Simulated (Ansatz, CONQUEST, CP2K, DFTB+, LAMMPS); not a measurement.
# Glassy 72SiO2-17Al2O3-6BaO-6ZnO (mol %) (116 atoms) in CP2K, part 2 of 2

How do the settings of CP2K change the result for glassy 72SiO2-17Al2O3-6BaO-6ZnO (mol %) (116 atoms)? A plane-wave run serves as the yardstick.

Program: CP2K 2026.2; the method stands at each step. Banners, paths, timers and routine set-up lines are dropped from the logs unmarked, and long logs keep their key lines alone; longer cuts are marked.

So far. Step 2 (PBE, DZVP-MOLOPT-SR, 800/50 Ry, diagonalisation): Forces lie 6.2 % from the reference's, at 8.6 times its CPU time (on 2 against 4 cores).

### 3. PBE, DZVP-MOLOPT-SR, 400/50 Ry, diagonalisation

Method: Kohn-Sham DFT, PBE, GTH-PBE pseudopotentials, Gaussian and plane waves, DZVP-MOLOPT-SR-GTH, diagonalisation.

File input.inp:

```
&GLOBAL
  PROJECT cell
  RUN_TYPE ENERGY_FORCE
  PRINT_LEVEL LOW
&END GLOBAL
&FORCE_EVAL
  METHOD QS
  STRESS_TENSOR ANALYTICAL
  &DFT
    BASIS_SET_FILE_NAME BASIS_MOLOPT
    POTENTIAL_FILE_NAME GTH_POTENTIALS
    &MGRID
      CUTOFF 400
      REL_CUTOFF 50
    &END MGRID
    &QS
      EPS_DEFAULT 1.0E-12
    &END QS
    &SCF
      SCF_GUESS ATOMIC
      EPS_SCF 1.0E-06
      MAX_SCF 200
      ADDED_MOS 14
      &DIAGONALIZATION
        ALGORITHM STANDARD
      &END DIAGONALIZATION
      &SMEAR ON
        METHOD FERMI_DIRAC
        ELECTRONIC_TEMPERATURE [K] 580
      &END SMEAR
      &MIXING
        METHOD BROYDEN_MIXING
        ALPHA 0.3
        NBROYDEN 8
      &END MIXING
      &PRINT
        &RESTART OFF
        &END RESTART
      &END PRINT
    &END SCF
    &XC
      &XC_FUNCTIONAL PBE
      &END XC_FUNCTIONAL
    &END XC
    &PRINT
      &MULLIKEN ON
      &END MULLIKEN
      &HIRSHFELD ON
        SHAPE_FUNCTION DENSITY
      &END HIRSHFELD
      &MO ON
        EIGENVALUES T
        OCCUPATION_NUMBERS T
        MO_INDEX_RANGE 303 326
        &EACH
          QS_SCF 0
        &END EACH
        ADD_LAST NUMERIC
      &END MO
    &END PRINT
  &END DFT
  &SUBSYS
    &CELL
      A 11.34500 0.00000 0.00000
      B 0.00000 11.34500 0.00000
      C 0.00000 0.00000 11.34500
    &END CELL
    &COORD
      Si 9.57563 7.96964 2.21500
      Si 8.59350 10.45918 9.97373
      Si 10.75982 10.34664 0.63589
      Si 3.91505 9.75613 5.67692
      Si 3.17184 3.08868 8.70593
      Si 8.36535 7.26795 10.82404
      Si 11.21680 3.67465 0.46367
      Si 3.30798 4.56727 2.76262
      Si 1.81826 10.02478 3.49812
      Si 10.73566 5.66161 9.34034
      Si 6.33164 9.42713 3.97120
      Si 6.08863 2.42114 3.94988
      Si 10.93261 1.40735 2.22271
      Si 7.59968 2.68491 0.16938
      Si 4.59904 3.94693 11.29225
      Si 2.25811 1.72433 3.67567
      Si 1.14460 7.89385 7.93537
      Si 5.10253 6.84285 2.53084
      Si 9.53400 5.07882 4.66620
      Si 5.40646 4.24076 6.62049
[... 92 atom lines left out ...]
      O 5.28019 8.21832 10.58931
      O 6.40266 5.95181 1.91753
      O 10.07130 4.93292 8.11553
      O 5.79310 1.34971 8.49684
    &END COORD
    &KIND Si
      BASIS_SET DZVP-MOLOPT-SR-GTH-q4
      POTENTIAL GTH-PBE-q4
    &END KIND
    &KIND Al
      BASIS_SET DZVP-MOLOPT-SR-GTH-q3
      POTENTIAL GTH-PBE-q3
    &END KIND
    &KIND Ba
      BASIS_SET DZVP-MOLOPT-SR-GTH-q10
      POTENTIAL GTH-PBE-q10
    &END KIND
    &KIND Zn
      BASIS_SET DZVP-MOLOPT-SR-GTH-q12
      POTENTIAL GTH-PBE-q12
    &END KIND
    &KIND O
      BASIS_SET DZVP-MOLOPT-SR-GTH-q6
      POTENTIAL GTH-PBE-q6
    &END KIND
  &END SUBSYS
  &PRINT
    &FORCES ON
    &END FORCES
    &STRESS_TENSOR ON
    &END STRESS_TENSOR
  &END PRINT
&END FORCE_EVAL
```

Started as:

```
> OMP_NUM_THREADS=1 mpirun -np 4 cp2k.psmp -i input.inp > output.txt
```

Numbers of over 12 decimals in the logs are rounded to 6 here.

What it wrote:

```text
CP2K| version string:                                       CP2K version 2026.2
 CP2K| Input file name                                                 input.inp
 GLOBAL| Basis set file name                                        BASIS_MOLOPT
 GLOBAL| Potential file name                                      GTH_POTENTIALS
 GLOBAL| Run type                                                   ENERGY_FORCE
 GLOBAL| Total number of message passing processes                             4
 GLOBAL| Number of threads for this process                                    1
 TOTAL NUMBERS AND MAXIMUM NUMBERS
  Total number of            - Atomic kinds:                                   5
                             - Atoms:                                        116
[... lines left out ...]
                        Smear method:                                FERMI_DIRAC
[... lines left out ...]
 Number of electrons:                                                        628
[... lines left out ...]
  Step     Update method      Time    Convergence         Total energy    Change
[... lines left out ...]
  *** SCF run converged in    16 steps ***
[... lines left out ...]
  Fermi energy:                                                 0.194295
  Total energy:                                             -1491.297615
  Total energy (extrapolated to T->0):                      -1491.297615
[... lines left out ...]
 MO| E(Fermi):            0.194295 a.u.          5.287038 eV
[... lines left out ...]
 !-----------------------------------------------------------------------------!
 !-----------------------------------------------------------------------------!
                           Hirshfeld Charges
  #Atom  Element  Kind  Ref Charge     Population                    Net charge
      1       Si     1       4.000          3.489                         0.511
      2       Si     1       4.000          3.497                         0.503
      3       Si     1       4.000          3.511                         0.489
[...]
115       O      5       6.000          6.366                        -0.366
    116       O      5       6.000          6.363                        -0.363
  Total Charge                                                           -0.000
 !-----------------------------------------------------------------------------!
 ENERGY| Total FORCE_EVAL ( QS ) energy [hartree]          -1491.297675
 FORCES| Atomic forces [hartree/bohr]
 FORCES|   Atom     x               y               z               |f|
 FORCES|      1  5.40775884E-02  1.51922791E-03 -5.98275299E-02   8.06599464E-02
 FORCES|      2 -1.45524541E-03 -7.64676305E-02  1.75268253E-02   7.84640418E-02
 FORCES|      3 -1.32461278E-02 -4.39839835E-02 -5.50046561E-02   7.16628418E-02
[...]
FORCES|    115 -1.74532660E-02 -1.41648355E-02 -4.07256704E-02   4.65170860E-02
 FORCES|    116 -1.32712553E-02  1.47150259E-02 -1.32967713E-02   2.38634099E-02
 FORCES| Sum     3.74497217E-02  1.01148126E-02  3.18288800E-03
 FORCES| Total atomic force                                       3.89219972E-02
 STRESS| Analytical stress tensor [bar]
 STRESS|                        x                   y                   z
 STRESS|      x        7.73403333442E+04  -1.73702830944E+03   1.83350619696E+04
 STRESS|      y       -1.73702830944E+03   3.31223223209E+04  -1.97132345953E+04
 STRESS|      z        1.83350619696E+04  -1.97132345953E+04   6.87212531646E+04
 STRESS| 1/3 Trace                                             5.97279696099E+04
```

Wall time 2.7 min (4 MPI ranks of Intel Xeon Platinum 8259CL at 2.50GHz (Skylake/Cascade Lake), shared host); peak memory 4.2 GiB.

Compared with the plane-wave run:

| Property | Result |
| --- | --- |
| r.m.s. force component | 1.317 eV/Å |
| r.m.s. difference of force components | 110.8 meV/Å |
| longest difference of force vectors | 364.4 meV/Å |
| force difference over r.m.s. force | 8.422 % |
| slope of forces against the reference's | 0.9982 |
| correlation of force components | 0.9965 |
| gap (highest filled to lowest empty level) | 2.525 eV |
| gap difference | -0.1173 eV |
| pressure | 5.973 GPa |
| pressure difference | 0.0586 GPa |
| energy less the same-level run's | -0.4486 meV/atom |
| r.m.s. force difference from the same-level run | 80.24 meV/Å |

This is a coarse setting, run to see what it loses.

Against the first run (6.2 %), the force difference from the reference is 8.4 %, at 0.76 times the CPU time (on 4 against 2 cores): the grid matters here.

The forces add up to 2.0 eV/Å instead of zero, usually a sign of too coarse a grid.

### 4. The ladder

Differences are against the plane-wave reference, forces as r.m.s. over components; share is that over the reference's r.m.s. force, slope the least-squares factor from reference forces to these. Total energies of different programs have different zeros and aren't compared.

```csv
run,"Δ force, r.m.s. (meV/Å)",share (%),slope,Δ pressure (GPa),Δ gap (eV),cores,CPU time,memory (GiB)
reference,-,-,-,-,-,4,99 s,2.3
"CP2K PBE, DZVP-MOLOPT-SR, 800/50 Ry, diagonalisation",81.7,6.21,1.000,0.018,-0.116,2,14 min,5.7
"CP2K PBE, DZVP-MOLOPT-SR, 400/50 Ry, diagonalisation (coarse)",111,8.42,0.998,0.0586,-0.117,4,11 min,4.2
```

Rows marked coarse were listed beforehand as settings not expected to be converged; some can still land near the reference.

CPU time is summed over cores on a shared host, where runs went side by side, so it is rough. Symmetry, cutoffs, thresholds, outputs and thread counts weren't matched or tuned between programs; memory under MPI is the largest rank's times the ranks.

Mean charges by element (e), by run and scheme:

```csv
run,scheme,Si,Al,Ba,Zn,O
reference,Löwdin,+1.76,+1.36,+1.88,+1.50,-0.83
"CP2K PBE, DZVP-MOLOPT-SR, 800/50 Ry, diagonalisation",Mulliken,+0.79,+1.16,+1.52,+0.79,-0.53
"CP2K PBE, DZVP-MOLOPT-SR, 800/50 Ry, diagonalisation",Hirshfeld,+0.53,+0.50,+0.65,+0.58,-0.30
```

The reference's Löwdin charges lack the electrons that the projection spills, 0.065 e an atom on average.

Within one program, basis, potentials and functional, energies share a zero. Each run against its twin at the usual cutoff or grid and solver:

```csv
run,twin,Δ energy (meV/atom),"Δ force, r.m.s. (meV/Å)",CPU time over the twin's
"CP2K PBE, DZVP-MOLOPT-SR, 400/50 Ry, diagonalisation","DZVP-MOLOPT-SR, 800/50 Ry, diagonalisation",-0.449,80.2,0.76 (this twin ran on 2 cores)
```

### 5. Summary of results

| Quantity | Value |
| --- | --- |
| nearest in forces | CP2K PBE, DZVP-MOLOPT-SR, 800/50 Ry, diagonalisation, 6.2 % |
| its CPU time | 14 min |

**Reading.** The PBE run in local orbitals, coarse settings apart, differs by 6.2 % (CP2K PBE, DZVP-MOLOPT-SR, 800/50 Ry, diagonalisation); basis, grid and potentials can all enter. Runs with settings chosen to be coarse differ by 8.4 % (CP2K PBE, DZVP-MOLOPT-SR, 400/50 Ry, diagonalisation), their programs' other errors included. None of the electronic-structure runs in the table takes under half the reference's CPU time of 99 s; they take 6.5 to 8.6 times as much. At the same functional, the gap of these runs lies 0.12 eV below the reference's 2.64 eV. Charges hang on scheme and program or settings: among these rows the mean for Ba runs from +0.65 to +1.88 e. The quench rate of 50 K/ps is many orders above laboratory rates, so the cell is likely richer in defects and strain than a real sample. The network of bonds at the start is that of the classical potential that made the cell, and needn't be the one that DFT or experiment would give. The reference's stress is far from hydrostatic: its diagonal is 7.7, 3.2, 6.8 GPa, compression counted positive. The electronic-structure runs sample only Γ, in a cell whose shortest periodic width is 11 Å. Spin–orbit coupling is left out, which matters for the levels of the heavy elements.

[Also dropped from logs without a mark: logging warnings of Python, and SIESTA's first energy breakdown and zero terms.]

[Logs are printed without paths, hosts, clocks, repeated set-up lines and the standing remarks that a program may print on its own settings, such as how far it seeks lower states.]

[Hosts, paths, dates, database ids (printed as entryN), source tags and the programs' standing remarks are cut or masked in the printed files.]
